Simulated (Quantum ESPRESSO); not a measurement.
# Collinear magnetic orders of ZrFe2 with Quantum ESPRESSO

Wanted: the moments of ZrFe2 and the energy of each order that was tried.

Main program and level: Quantum ESPRESSO 7.5; LDA; plane waves with GBRV 1.5 LDA potentials, no spin-orbit coupling.

Report form: the programs' logs are mostly left out.

## (1) The starting structure

Symmetry: Fd-3m, No. 227, cubic system. The conventional cell has a = 7.087 Å, b = 7.087 Å, c = 7.087 Å, α = 90.00°, β = 90.00°, γ = 90.00°. Zr has 12 Fe at 2.94 Å and 4 Zr at 3.07 Å nearest. Nearest to Fe lie 6 Fe at 2.51 Å and 6 Zr at 2.94 Å. Farther neighbours are not listed.

As a file:

```cif
data_structure
_symmetry_space_group_name_H-M 'Fd-3m:1'
_symmetry_Int_Tables_number 227
_cell_length_a 7.0870
_cell_length_b 7.0870
_cell_length_c 7.0870
_cell_angle_alpha 90.000
_cell_angle_beta 90.000
_cell_angle_gamma 90.000
_cell_volume 355.95
loop_
_atom_site_label
_atom_site_type_symbol
_atom_site_symmetry_multiplicity
_atom_site_Wyckoff_symbol
_atom_site_fract_x
_atom_site_fract_y
_atom_site_fract_z
_atom_site_occupancy
Zr1 Zr 8 b 0.00000 0.00000 0.50000 1
Fe1 Fe 16 c 0.12500 0.12500 0.12500 1
```

The cell comes from the Crystallography Open Database.

## (2) Run 1 (ferro ++++)

The signs are those of the starting moments on the seeded atoms, the atoms that are given a moment.

pw.in

```
&CONTROL
  calculation = 'scf'
  prefix = 'pwscf'
  outdir = './tmp'
  pseudo_dir = './pseudo'
  disk_io = 'nowf'
/
&SYSTEM
  ibrav = 0
  celldm(1) = 8
  nat = 6
  ntyp = 2
  ecutwfc = 40
  ecutrho = 280
  nbnd = 62
  occupations = 'smearing'
  smearing = 'fd'
  degauss = 0.00734986
  nspin = 2
  starting_magnetization(1) = 0
  starting_magnetization(2) = 0.175
/
&ELECTRONS
  conv_thr = 1.2d-08
  electron_maxstep = 150
  mixing_beta = 0.3
/
ATOMIC_SPECIES
Zr     91.2240 zr_lda_v1.uspp.F.UPF
Fe     55.8450 fe_lda_v1.5.uspp.F.UPF
CELL_PARAMETERS alat
   0.0000000000000    0.8370305653264    0.8370305653264
   0.8370305653264    0.0000000000000    0.8370305653264
   0.8370305653264    0.8370305653264    0.0000000000000
ATOMIC_POSITIONS crystal
Zr      0.0000000000    0.0000000000    0.0000000000
Zr      0.2500000000    0.2500000000    0.2500000000
Fe      0.6250000000    0.6250000000    0.6250000000
Fe      0.1250000000    0.6250000000    0.6250000000
Fe      0.6250000000    0.6250000000    0.1250000000
Fe      0.6250000000    0.1250000000    0.6250000000
K_POINTS automatic
6 6 6 0 0 0
```

The run is started by

```
OMP_NUM_THREADS=1 mpirun -n 4 pw.x -nk 4 -in pw.in > pw.out
```

Elapsed: 38 s, on 4 MPI ranks of Arm Neoverse V1, shared host; peak memory 0.6 GiB; 2.5 min of CPU time.

Spin moment in the atom's sphere by atom:

```csv
atom,spin moment in the atom's sphere (μB)
Zr1,-0.34
Zr2,-0.34
Fe3,1.81
Fe4,1.81
Fe5,1.81
Fe6,1.81
```

This step gave:

- smearing term TS: 0.1753 eV
- magnetization: 6.134 μB
- absolute magnetization: 8.516 μB
- final state: ferrimagnetic

## (3) Run 2, typed as antiferro ++−−

pw.in

```
&CONTROL
  calculation = 'scf'
  prefix = 'pwscf'
  outdir = './tmp'
  pseudo_dir = './pseudo'
  disk_io = 'nowf'
/
&SYSTEM
  ibrav = 0
  celldm(1) = 8
  nat = 6
  ntyp = 3
  ecutwfc = 40
  ecutrho = 280
  nbnd = 56
  occupations = 'smearing'
  smearing = 'fd'
  degauss = 0.00734986
  nspin = 2
  starting_magnetization(1) = 0
  starting_magnetization(2) = 0.175
  starting_magnetization(3) = -0.175
/
&ELECTRONS
  conv_thr = 1.2d-08
  electron_maxstep = 150
  mixing_beta = 0.3
/
ATOMIC_SPECIES
Zr     91.2240 zr_lda_v1.uspp.F.UPF
Fe1    55.8450 fe_lda_v1.5.uspp.F.UPF
Fe2    55.8450 fe_lda_v1.5.uspp.F.UPF
CELL_PARAMETERS alat
   0.0000000000000    0.8370305653264    0.8370305653264
   0.8370305653264    0.0000000000000    0.8370305653264
   0.8370305653264    0.8370305653264    0.0000000000000
ATOMIC_POSITIONS crystal
Zr      0.0000000000    0.0000000000    0.0000000000
Zr      0.2500000000    0.2500000000    0.2500000000
Fe1     0.6250000000    0.6250000000    0.6250000000
Fe1     0.1250000000    0.6250000000    0.6250000000
Fe2     0.6250000000    0.6250000000    0.1250000000
Fe2     0.6250000000    0.1250000000    0.6250000000
K_POINTS automatic
6 6 6 0 0 0
```

Run time: 2.6 min. Hardware: 4 MPI ranks; peak memory 0.78 GiB.

Spin moment in the atom's sphere by atom:

| atom | spin moment in the atom's sphere (μB) |
| --- | --- |
| Zr1 | 0.000 |
| Zr2 | 0.000 |
| Fe3 | 0.999 |
| Fe4 | 0.999 |
| Fe5 | -0.997 |
| Fe6 | -0.997 |

Read from the output:

```yaml
smearing_term_ts: 0.3260 eV
magnetization: 0 μB
absolute_magnetization: 4.259 μB
final_state: antiferromagnetic
```

## (4) Start 3: ferri +++−

Edit pw.in of step 3 so:

```diff
@@ -14,3 +14,3 @@
   ecutrho = 280
-  nbnd = 56
+  nbnd = 59
   occupations = 'smearing'
@@ -41,3 +41,3 @@
 Fe1     0.1250000000    0.6250000000    0.6250000000
-Fe2     0.6250000000    0.6250000000    0.1250000000
+Fe1     0.6250000000    0.6250000000    0.1250000000
 Fe2     0.6250000000    0.1250000000    0.6250000000
```

Run time: 16 min. Hardware: 4 MPI ranks; peak memory 0.72 GiB.

Residual by cycle:

cycle, log10 residual and a bar from the least value:
```
        1        1.8 ##############################
       15       -1.9 ############
       28       -4.1 #
       42       -3.6 ####
       55       -2.9 #######
       69       -4.2 
       82       -4.3 
       96       -3.0 ######
      109       -4.3 
      123       -4.0 #
      136       -3.9 ##
      150       -4.1 #
```

The run stopped without converging, so none of its numbers is a property of the system.

After 150 cycles the residual stands at 7.1e-5, against 2.0e-4 at cycle 76 and a least value of 4.5e-5. The cap of 150 cycles in the input ended the loop.

## (5) Run 4, typed as no spin polarisation

pw.in

```
&CONTROL
  calculation = 'scf'
  prefix = 'pwscf'
  outdir = './tmp'
  pseudo_dir = './pseudo'
  disk_io = 'nowf'
/
&SYSTEM
  ibrav = 0
  celldm(1) = 8
  nat = 6
  ntyp = 2
  ecutwfc = 40
  ecutrho = 280
  nbnd = 56
  occupations = 'smearing'
  smearing = 'fd'
  degauss = 0.00734986
/
&ELECTRONS
  conv_thr = 1.2d-08
  electron_maxstep = 150
  mixing_beta = 0.3
/
ATOMIC_SPECIES
Zr     91.2240 zr_lda_v1.uspp.F.UPF
Fe     55.8450 fe_lda_v1.5.uspp.F.UPF
CELL_PARAMETERS alat
   0.0000000000000    0.8370305653264    0.8370305653264
   0.8370305653264    0.0000000000000    0.8370305653264
   0.8370305653264    0.8370305653264    0.0000000000000
ATOMIC_POSITIONS crystal
Zr      0.0000000000    0.0000000000    0.0000000000
Zr      0.2500000000    0.2500000000    0.2500000000
Fe      0.6250000000    0.6250000000    0.6250000000
Fe      0.1250000000    0.6250000000    0.6250000000
Fe      0.6250000000    0.6250000000    0.1250000000
Fe      0.6250000000    0.1250000000    0.6250000000
K_POINTS automatic
6 6 6 0 0 0
```

Wall time 18 s (4 MPI ranks); peak memory 0.5 GiB.

Read from the output:

```yaml
smearing_term_ts: 0.3737 eV
final_state: non-magnetic (no spin polarisation)
```

## (6) Energies of the orders

An order is kept where moments of 0.15 μB or more survive with the typed signs; meshes match where a doubled cell samples the same k points as the first cell.

Ferrimagnetic means that a moment over 0.15 μB on a transition or rare-earth metal, induced ones included, opposes the net moment. Orders:

| start | final state | typed order kept | energy over the lowest (meV a seeded atom) | largest site moment (μB) | net moment (μB a cell of the first run) | mesh matched | CPU time (s) |
| --- | --- | --- | --- | --- | --- | --- | --- |
| ferro ++++ | ferrimagnetic | yes | 0 | 1.815 | 6.134 | yes | 149.8 |
| antiferro ++-- | antiferromagnetic | yes | 113.1 | 0.9986 | 0.002116 | yes | 625.3 |
| no spin polarisation | non-magnetic | - | 133.6 | 0 | 0 | yes | 70.75 |

## (7) Summary of results

* lowest state found: ferrimagnetic (from ferro ++++)
* largest site moment: 1.81 μB
* next state with moments: antiferromagnetic, 113 meV a seeded atom higher
* state without moments: 134 meV a seeded atom higher

**Reading.** The smearing terms TS of the orders run from 44 to 82 meV a seeded atom, so the differences would change at a smaller width: an order with a larger TS is lowered more by the smearing. This is the lowest of 3 collinear or spinless starts, no proof of the ground state. 1 further start did not converge. Energies are free energies at an electronic temperature of 1160 K, which lowers moments and differences where the moments are itinerant.

[Logs and program files are shortened in this print: banners, set-up blocks, solver, clock and traceback lines can be left out without a mark of their own.]

[Logs are printed without paths, hosts, clocks, repeated set-up lines and the standing remarks that a program may print on its own settings, such as how far it seeks lower states.]

[Hosts, paths, dates, database ids (printed as entryN), source tags and the programs' standing remarks are cut or masked in the printed files.]

[Where a cell is said to come from a database of computed structures, the database is the Materials Project.]
